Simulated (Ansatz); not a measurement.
# WS2 (Tungstenite): G0W0 under other settings

A base run on WS2 (Tungstenite), then changed inputs.

Main program and level: Ansatz 0.2.0; G0W0 on PBE, plane waves, PAW; PAW set soft_1.

### Step 1. Set-up

The structure is hexagonal, space group P6_3/mmc (No. 194). The conventional cell has a = 3.153 Å, b = 3.153 Å, c = 12.323 Å, α = 90.00°, β = 90.00°, γ = 120.00°. Nearest to W lie 6 S at 2.40 Å. S has 3 W at 2.40 Å nearest. Farther neighbours and most contacts between anions are not listed.

The cell and positions come from the Crystallography Open Database and are kept as given unless a step says otherwise. Spin-orbit coupling is left out unless a step names it.

### Step 2. The base run: 6×6×2 mesh, 240 empty bands, screening to 100 eV, PAW set soft_1 files

Now the one-shot GW correction: screening in the RPA, then the self-energy of the levels asked for. This step takes PAW set soft_1 files.

Contents of input.yaml:

```yaml
crystal:
  lattice:
    - [3.1532, 0.0, 0.0]
    - [-1.5766, 2.7307513032, 0.0]
    - [0.0, 0.0, 12.323]
  atoms:
    - { symbol: W, position: [0.3333333333, 0.6666666667, 0.25] }
    - { symbol: W, position: [0.6666666667, 0.3333333333, 0.75] }
    - { symbol: S, position: [0.3333333333, 0.6666666667, 0.6225] }
    - { symbol: S, position: [0.6666666667, 0.3333333333, 0.1225] }
    - { symbol: S, position: [0.3333333333, 0.6666666667, 0.8775] }
    - { symbol: S, position: [0.6666666667, 0.3333333333, 0.3775] }
kpoints:
  mp_grid: { grid: [6, 6, 2] }
hamiltonian:
  xc: pbe
  pseudopotentials: { kind: paw, azcp: { folder: soft_1 } }
scf:
  occupations: { method: fixed }
gw:
  n_empty_bands: 240
  ecut_chi: 100
  qp_bands: [v2, c2]
  qp_kpoints: band_edges
  screening: { model: contour_deformation }
```

Launch:

```console
ansatz run input.yaml --threads 3 --pin off --max-ram 92160MiB --backend cuda --events-out ev --progress --plain --runs-dir out --devices 1 --max-vram 13GiB
```

Numbers of over 12 decimals in the logs are rounded to 6 here.

Output:

```text
GPUs: using 1 of 1 available (devices: 1).
Engine: ansatz 0.2.0, x86_64-unknown-linux-gnu
Pseudopotentials: kind: paw
Pseudopotential: W, paw, valence charge 14, recommended cutoff 420 eV (normal), soft_1/W.paw.azcp
Pseudopotential: S, paw, valence charge 6, recommended cutoff 420 eV (normal), soft_1/S.paw.azcp
Functional definition: PBE
  parameter kappa = 0.804
  parameter beta = 0.066725
  exchange = pbe_x(kappa = kappa, mu = beta*pi^2/3)
  correlation = pbe_c(beta = beta)
device memory: the entry about to start is reckoned to put 1.1 GiB on a device that reports 65.7 GiB free (of which the cap on the GPU budget leaves the run 13.0 GiB)
GPU FFT provider: cuFFT
GPU libraries: cuBLAS 13.8.2, cuFFT 12.4.0, cuSOLVER 12.3.4
Crystal: 6 atoms, lattice volume = 106.108 Å³
Basis set: ecut = 420 eV, 2057 PW (Γ)
Bands: 32, of which v1, the nominal top of the filled ones, is band 26 counted from 1 (25 counted from 0)
Symmetry: 24 space group operations
Space group: P63/mmc (ITA 194), of the structure as read, at distance tolerance 4.7e-5 Å
k-points: 14 of 72
Non-local potential: W, projectors of the file, l = 0: 3, l = 1: 2, l = 2: 2, l = 3: 1
Non-local potential: S, projectors of the file, l = 0: 2, l = 1: 2, l = 2: 1
PAW form: soft (Blöchl's): semilocal exchange-correlation on the pseudo side does not see the compensation charge
PAW one-centre angular grid: W, 590 points (default); XC on 64 Gauss nodes
PAW one-centre angular grid: S, 110 points (default); XC on 64 Gauss nodes
Initial density: superposition of atomic densities (chi_scale 0.1, normalization cell, long waves kept (reshape's long-wave potential 0.03 eV rms))
Initial wavefunctions: pseudopotential atomic-orbital guess
GPU buffer pool allocated for 51840 grid points (all kernels)
GPU transforms: local potential and band sums: pruned to the plane-wave sphere, on 24×24×90
Functional: x = pbe(κ = 0.804, μ = 0.219515), c = pbe(β = 0.066725)
SCF iter   1: F=—  HF=-24385.756816 eV  |F-HF|=—  |Δ(HF+E_count)|=         —  Δρ=4.11e-2  dr2=2.89e0  ethr=3.10e-3  ⟨swp⟩=4.8  Hψ=2062  notcnv=0  defer=30
preconditioner: auto → Resta (q_TF=auto, 2.423 Å⁻¹)  ε∞=7.3  [insulator: Δε(μ)=0.943 eV  Ē_g=8.599 eV  n_scr=26 (ndim 8)  ℏωp=21.6 eV  f_vac=0.001  ε∞_Penn≈7.3]
SCF iter   2: F=—  HF=-24385.169505 eV  |F-HF|=—  |Δ(HF+E_count)|=   5.87e-1  Δρ=2.35e-2  dr2=9.62e-1  ethr=3.10e-3  ⟨swp⟩=2.6  Hψ=711  notcnv=0  defer=46
SCF iter   3: F=—  HF=-24384.931562 eV  |F-HF|=—  |Δ(HF+E_count)|=   2.38e-1  Δρ=4.29e-3  dr2=2.07e-2  ethr=1.85e-3  ⟨swp⟩=2.4  Hψ=714  notcnv=0  defer=45
SCF iter   4: F=—  HF=-24384.934695 eV  |F-HF|=—  |Δ(HF+E_count)|=   3.13e-3  Δρ=1.79e-3  dr2=1.06e-2  ethr=3.99e-5  ⟨swp⟩=2.4  Hψ=861  notcnv=0  defer=54
[...]
E_xc         = -892.815275
  E_vxc        = -796.131741  (∫ρ·V_xc dr)
  E_paw        = -19589.520236  (= ΣΔE_a)
  E_vpaw       = -362.666196  (= ΣTr[D̂ρ^β])
  E_aug_tail   = 0.000308  (compensation charges beyond the density's cutoff)
  E_ewald      = -3274.764942
  E_smearing   = -0.000000  (= −TS)
  E_closure    = 0.000000  (closes the sum)
  Σ components = -24384.934064   (vs F -24384.934064, Δ=0.00e0)
--- Band table (eV; the first three rows and the last of 14) ---
  k-point 0: bands = [... 22 lower, 9.5279, 10.2043, 10.4927, 11.7184, 14.0298, 14.0298, 14.0403, 14.0403, ... 2 higher]
  k-point 1: bands = [... 22 lower, 9.5011, 9.5011, 11.4003, 11.4003, 14.0224, 14.0224, 14.0224, 14.0224, ... 2 higher]
  k-point 2: bands = [... 22 lower, 9.3944, 10.2555, 10.4571, 10.8777, 13.2886, 13.7264, 13.8864, 13.9626, ... 2 higher]
  k-point 13: bands = [... 22 lower, 8.6085, 8.6085, 11.0667, 11.0667, 13.0204, 13.0204, 14.3033, 14.3033, ... 2 higher]
--- G₀W₀: contour deformation, 7 samples at zero and on the imaginary axis and 1 off it, 72 q-points, 240 empty bands' worth ---
  eigenvalues of the whole cell's RPA ε∞ on this k-mesh (on a slab, of 1 + 4πα/V) = 5.9323, 14.1120, 14.1120; static W/v taken at q = 0 is 0.073928
  bands read: the sum over 266 bands ends inside a degenerate multiplet in 2 slots, whose members it reads at an even weight; the widest, k=1: bands 265 to 268 (counted from 1) at 2/4 each
  gw.qp_kpoints: band_edges: 10 of 14 stored k-points solved, in 1 pass; an edge of the gap read off the rows below is read off those points alone
    valence top: of the k-points left out ik 6 came nearest to being solved in a further pass, in band 26 (counted from 1, as in the quasiparticle table): it holds the edge there only if its correction is more favourable than any solved in that band by at least 1.527 eV; those differ by 0.086 eV
    conduction bottom: of the k-points left out ik 4 came nearest to being solved in a further pass, in band 27 (counted from 1, as in the quasiparticle table): it holds the edge there only if its correction is more favourable than any solved in that band by at least 0.686 eV; those differ by 0.174 eV
    ik  band        ε_KS         Σx   Σc(E_QP)       V_xc       Z   E_QP_lin       E_QP  E_QP is
     0    25     10.4927   -18.2675     1.1316   -16.9783  0.7528    10.3347    10.3351  root
     0    26     11.7184   -19.4892     0.6285   -18.8031  0.7586    11.6608    11.6609  root
     0    27     14.0298   -13.7537    -4.1789   -18.4034  0.7590    14.5043    14.5006  root
     0    28     14.0298   -13.7537    -4.1789   -18.4034  0.7590    14.5043    14.5006  root
     1    25     11.4003   -19.1962     0.8886   -18.2030  0.7588    11.2955    11.2957  root
     1    26     11.4003   -19.1962     0.8886   -18.2030  0.7588    11.2955    11.2957  root
     1    27     14.0224   -13.7102    -4.1552   -18.3276  0.7584    14.4882    14.4845  root
     1    28     14.0224   -13.7102    -4.1552   -18.3276  0.7584    14.4882    14.4845  root
[...]
13    25     11.0667   -18.8498     0.6805   -18.0754  0.7612    10.9727    10.9729  root
    13    26     11.0667   -18.8498     0.6805   -18.0754  0.7612    10.9727    10.9729  root
    13    27     13.0204   -15.7393    -3.7667   -19.9116  0.7599    13.4284    13.4261  root
    13    28     13.0204   -15.7393    -3.7667   -19.9116  0.7599    13.4284    13.4261  root
[key lines of the parts left out:]
SCF converged after 9 iterations
Free energy (F): -24384.934064 eV
Fermi energy:    11.718389 eV
```

Run time: 16 s. Hardware: 1 × NVIDIA H100 80GB HBM3 (shared by 6 runs) with 3 threads of AMD EPYC 7R13 (Zen 3), shared host; peak memory 1.3 GiB.

This step gave:

- bands summed: 266
- RPA ε∞ on this mesh (eigenvalues): 5.932, 14.11, 14.11
- plane waves in the screening matrix: 255
- q-points in the mesh: 72
- G0W0 gap on the mesh: 1.333 eV
- k of the valence top: 0, 0, 0
- k of the conduction bottom: 0.1667, 0.1667, 0
- starting gap on the mesh: 0.9782 eV
- Z at the valence top: 0.7586
- Z at the conduction bottom: 0.7694
- least direct G0W0 gap on the computed points: 2.318 eV

The gap on the mesh goes from 0.98 eV to 1.33 eV, a correction of +0.35 eV. Between the two edge states, bare exchange in place of the xc potential would open the gap by 4.62 eV, and correlation takes back 4.26 eV.

### Step 3. Variant: all filled levels at the zone centre

input.yaml, as its differences from that of step 2:

```diff
@@ -22,4 +22,4 @@
   ecut_chi: 100
-  qp_bands: [v2, c2]
-  qp_kpoints: band_edges
+  qp_bands: [lowest, c2]
+  qp_kpoints: [[0, 0, 0]]
   screening: { model: contour_deformation }
```

Output:

```text
GPUs: using 1 of 1 available (devices: 1).
[...]
GPU FFT provider: cuFFT
GPU libraries: cuBLAS 13.8.2, cuFFT 12.4.0, cuSOLVER 12.3.4
Crystal: 6 atoms, lattice volume = 106.108 Å³
Basis set: ecut = 420 eV, 2057 PW (Γ)
Bands: 32, of which v1, the nominal top of the filled ones, is band 26 counted from 1 (25 counted from 0)
[... 1 set-up line as in the run before ...]
[...]
k-points: 14 of 72
[...]
GPU buffer pool allocated for 51840 grid points (all kernels)
[...]
SCF iter   1: F=—  HF=-24385.756816 eV  |F-HF|=—  |Δ(HF+E_count)|=         —  Δρ=4.11e-2  dr2=2.89e0  ethr=3.10e-3  ⟨swp⟩=4.8  Hψ=2062  notcnv=0  defer=30
[...]
SCF iter   9: F=-24384.934064 eV  HF=-24384.934064 eV  |F-HF|=3.75e-9  |Δ(HF+E_count)|=   4.10e-7  Δρ=1.85e-6  dr2=3.11e-9  ethr=1.92e-10  ⟨swp⟩=7.4  Hψ=1825  notcnv=0
SCF 1 converged in 9 iterations: F = -24384.934064 eV  dr2 = 3.11e-9
[...]
NSCF: frozen V_eff on 14 k-points, pencils in batches of 32, up to order 128
[...]
NSCF: frozen V_eff on 14 k-points
G₀W₀ screening: q 1/14
[... further progress lines ...]
SCF converged after 9 iterations
Free energy (F): -24384.934064 eV
[...]
Internal energy: -24384.934064 eV  (E = F + TS)
E sigma→0 (E₀):  -24384.934064 eV
Fermi energy:    11.718389 eV
[...]
--- Band table (eV; the first three rows and the last of 14) ---
  k-point 0: bands = [... 22 lower, 9.5279, 10.2043, 10.4927, 11.7184, 14.0298, 14.0298, 14.0403, 14.0403, ... 2 higher]
  k-point 1: bands = [... 22 lower, 9.5011, 9.5011, 11.4003, 11.4003, 14.0224, 14.0224, 14.0224, 14.0224, ... 2 higher]
  k-point 2: bands = [... 22 lower, 9.3944, 10.2555, 10.4571, 10.8777, 13.2886, 13.7264, 13.8864, 13.9626, ... 2 higher]
  k-point 13: bands = [... 22 lower, 8.6085, 8.6085, 11.0667, 11.0667, 13.0204, 13.0204, 14.3033, 14.3033, ... 2 higher]
[...]
`?` marks the rows in doubt; gw_qp.tsv's column doubts and the gw_qp event give each row's grounds
[...]
0     1    -62.8378   -53.9326    15.5080   -37.8505  0.5345   -63.4313   -63.4118  root ?
     0     2    -62.8378   -53.9326    15.5080   -37.8505  0.5345   -63.4313   -63.4118  root ?
     0     3    -27.1152   -42.1025     9.7330   -31.5545  0.6510   -27.9588   -27.9301  root
     0     4    -27.1152   -42.1025     9.7330   -31.5545  0.6510   -27.9588   -27.9301  root
     0     5    -26.9284   -42.2321     9.5100   -31.9590  0.6393   -27.7142   -27.6915  root
     0     6    -26.9284   -42.2321     9.5100   -31.9590  0.6393   -27.7142   -27.6915  root
     0     7    -26.9284   -42.2321     9.5100   -31.9590  0.6393   -27.7142   -27.6915  root
     0     8    -26.9284   -42.2321     9.5100   -31.9590  0.6393   -27.7142   -27.6915  root
     0     9     -3.9268   -24.1631     8.2350   -15.7926  0.6284    -4.0638    -4.0623  root
     0    10     -3.6958   -24.2689     8.0787   -16.0344  0.6477    -3.8534    -3.8515  root
[...]
0    25     10.4927   -18.2675     1.1316   -16.9783  0.7528    10.3347    10.3351  root
     0    26     11.7184   -19.4892     0.6285   -18.8031  0.7586    11.6608    11.6609  root
     0    27     14.0298   -13.7537    -4.1789   -18.4034  0.7590    14.5043    14.5006  root
     0    28     14.0298   -13.7537    -4.1789   -18.4034  0.7590    14.5043    14.5006  root
```

It took 15 s on 1 × NVIDIA H100 80GB HBM3 (shared by 6 runs) with 3 threads; peak memory 1.2 GiB.

Absolute levels on the run's own zero. QP, by row:

```
k index  band  KS (eV)  Sigma_x (eV)  Sigma_c (eV)  Vxc (eV)       Z  QP linearised (eV)  QP (eV)  source         doubts
      0     1   -62.84        -53.93         15.51    -37.85  0.5345              -63.43   -63.41    root  z_under_floor
      0     2   -62.84        -53.93         15.51    -37.85  0.5345              -63.43   -63.41    root  z_under_floor
      0     3   -27.12         -42.1         9.733    -31.55   0.651              -27.96   -27.93    root               
      0     4   -27.12         -42.1         9.733    -31.55   0.651              -27.96   -27.93    root               
      0     5   -26.93        -42.23          9.51    -31.96  0.6393              -27.71   -27.69    root               
      0     6   -26.93        -42.23          9.51    -31.96  0.6393              -27.71   -27.69    root               
      0     7   -26.93        -42.23          9.51    -31.96  0.6393              -27.71   -27.69    root               
      0     8   -26.93        -42.23          9.51    -31.96  0.6393              -27.71   -27.69    root               
      0     9   -3.927        -24.16         8.235    -15.79  0.6284              -4.064   -4.062    root               
      0    10   -3.696        -24.27         8.079    -16.03  0.6477              -3.853   -3.852    root               
      0    11   -2.379        -24.29         7.636    -16.37  0.6765              -2.663    -2.66    root               
      0    12    -1.94        -24.64         7.423    -16.96  0.6826              -2.203   -2.201    root               
      0    13    4.072        -19.11         4.862    -14.02  0.6701               3.846    3.844    root               
      0    14    5.125        -19.69         4.263    -15.23   0.702               4.924    4.925    root               
      0    15    7.868        -17.68         3.163    -14.06  0.7121               7.404    7.411    root               
      0    16    8.237        -20.41         2.601    -17.64  0.7223               8.063    8.064    root               
      0    17    8.237        -20.41         2.601    -17.64  0.7223               8.063    8.064    root               
      0    18    8.251        -20.41         2.583    -17.66  0.7223                8.08    8.081    root               
      0    19    8.251        -20.41         2.583    -17.66  0.7223                8.08    8.081    root               
      0    20    9.474        -20.25          1.81    -18.27  0.7541               9.303    9.304    root               
      0    21    9.474        -20.25          1.81    -18.27  0.7541               9.303    9.304    root               
      0    22    9.528        -20.31         1.766    -18.38  0.7549               9.366    9.366    root               
      0    23    9.528        -20.31         1.766    -18.38  0.7549               9.366    9.366    root               
      0    24     10.2        -18.79         2.216    -16.24  0.7566               9.867    9.868    root               
      0    25    10.49        -18.27         1.132    -16.98  0.7528               10.33    10.34    root               
      0    26    11.72        -19.49        0.6285     -18.8  0.7586               11.66    11.66    root               
      0    27    14.03        -13.75        -4.179     -18.4   0.759                14.5     14.5    root               
      0    28    14.03        -13.75        -4.179     -18.4   0.759                14.5     14.5    root
```

Against the base:

```
     setting        base       variant
levels asked    v2 to c2  lowest to c2
points asked  band edges   [[0, 0, 0]]
```

### Step 4. Variant: coarser q mesh

input.yaml, as its differences from that of step 3:

```diff
@@ -22,4 +22,5 @@
   ecut_chi: 100
-  qp_bands: [lowest, c2]
-  qp_kpoints: [[0, 0, 0]]
+  qp_bands: [v2, c2]
+  qp_kpoints: band_edges
   screening: { model: contour_deformation }
+  q_mesh: [3, 3, 1]
```

Output:

```text
GPUs: using 1 of 1 available (devices: 1).
[...]
GPU FFT provider: cuFFT
GPU libraries: cuBLAS 13.8.2, cuFFT 12.4.0, cuSOLVER 12.3.4
Crystal: 6 atoms, lattice volume = 106.108 Å³
Basis set: ecut = 420 eV, 2057 PW (Γ)
Bands: 32, of which v1, the nominal top of the filled ones, is band 26 counted from 1 (25 counted from 0)
[... 1 set-up line as in the run before ...]
[...]
k-points: 14 of 72
[...]
GPU buffer pool allocated for 51840 grid points (all kernels)
[...]
SCF iter   1: F=—  HF=-24385.756816 eV  |F-HF|=—  |Δ(HF+E_count)|=         —  Δρ=4.11e-2  dr2=2.89e0  ethr=3.10e-3  ⟨swp⟩=4.8  Hψ=2062  notcnv=0  defer=30
[...]
SCF iter   9: F=-24384.934064 eV  HF=-24384.934064 eV  |F-HF|=3.75e-9  |Δ(HF+E_count)|=   4.10e-7  Δρ=1.85e-6  dr2=3.11e-9  ethr=1.92e-10  ⟨swp⟩=7.4  Hψ=1825  notcnv=0
SCF 1 converged in 9 iterations: F = -24384.934064 eV  dr2 = 3.11e-9
[...]
G₀W₀ screening: q 1/3
[... further progress lines ...]
SCF converged after 9 iterations
Free energy (F): -24384.934064 eV
[...]
Internal energy: -24384.934064 eV  (E = F + TS)
E sigma→0 (E₀):  -24384.934064 eV
Fermi energy:    11.718389 eV
[...]
--- Band table (eV; the first three rows and the last of 14) ---
  k-point 0: bands = [... 22 lower, 9.5279, 10.2043, 10.4927, 11.7184, 14.0298, 14.0298, 14.0403, 14.0403, ... 2 higher]
  k-point 1: bands = [... 22 lower, 9.5011, 9.5011, 11.4003, 11.4003, 14.0224, 14.0224, 14.0224, 14.0224, ... 2 higher]
  k-point 2: bands = [... 22 lower, 9.3944, 10.2555, 10.4571, 10.8777, 13.2886, 13.7264, 13.8864, 13.9626, ... 2 higher]
  k-point 13: bands = [... 22 lower, 8.6085, 8.6085, 11.0667, 11.0667, 13.0204, 13.0204, 14.3033, 14.3033, ... 2 higher]
[...]
0    25     10.4927   -18.3395     1.1926   -16.9783  0.7467    10.3235    10.3241  root
     0    26     11.7184   -19.7533     0.8858   -18.8031  0.7523    11.6540    11.6540  root
     0    27     14.0298   -13.5430    -4.3761   -18.4034  0.7535    14.5188    14.5141  root
     0    28     14.0298   -13.5430    -4.3761   -18.4034  0.7535    14.5188    14.5141  root
     1    25     11.4003   -19.4444     1.1287   -18.2030  0.7527    11.2874    11.2876  root
     1    26     11.4003   -19.4444     1.1287   -18.2030  0.7527    11.2874    11.2876  root
     1    27     14.0224   -13.4907    -4.3600   -18.3276  0.7530    14.5038    14.4993  root
     1    28     14.0224   -13.4907    -4.3600   -18.3276  0.7530    14.5038    14.4993  root
[...]
13    25     11.0667   -19.4706     1.2302   -18.0754  0.7523    10.9012    10.9016  root
    13    26     11.0667   -19.4706     1.2302   -18.0754  0.7523    10.9012    10.9016  root
    13    27     13.0204   -15.0604    -4.4091   -19.9116  0.7479    13.4665    13.4627  root
    13    28     13.0204   -15.0604    -4.4091   -19.9116  0.7479    13.4665    13.4627  root
```

It took 12 s on 1 × NVIDIA H100 80GB HBM3 (shared by 6 runs) with 3 threads; peak memory 1.2 GiB; 11 s of CPU time.

Against the base:

```
setting  base    variant
 q mesh     -  [3, 3, 1]
```

```
                                    quantity  variant   base
                    starting gap on the mesh    0.978  0.978
                        G0W0 gap on the mesh    1.349  1.333
least direct G0W0 gap on the computed points    2.431  2.318
                        Z at the valence top    0.752  0.759
                  Z at the conduction bottom    0.762  0.769
```

### Step 5. Summary of results

```
base                                 : 1.33 eV, 16 s
all filled levels at the zone centre : direct gap at the listed points 2.84 eV, 15 s
coarser q mesh                       : 1.35 eV, 12 s
```

All filled levels at the zone centre: only the listed points were computed; the least direct gap there is 2.84 eV, with levels asked and points asked changed against the base. Coarser q mesh: the gap moves by +0.02 eV; such settings are too crude to quote. All runs here use a coarse mesh and modest cutoffs; they test settings and are not final values. The 6×6×2 mesh is coarse for this cell (its supercell is 19 Å along the shortest edge). The RPA ε∞ on it, from the PBE start, is 5.93 and 14.11; such meshes misread the long-range screening, most where the gap is narrow. The many-body steps are scalar-relativistic: spin-orbit coupling is not in them.

[Paths, hosts, dates, memory and timing lines, banners, echoed tables and standing remarks are left out of the program output.]

[Logs are printed without paths, hosts, clocks, repeated set-up lines and the standing remarks that a program may print on its own settings, such as how far it seeks lower states.]

[Runs of the session that timed out or met a known fault of the program may be left out.]

[Cells called generated may have been cut or substituted from an entry of the Crystallography Open Database or the Materials Project.]

[Hosts, paths, dates, database ids (printed as entryN), source tags and the programs' standing remarks are cut or masked in the printed files.]
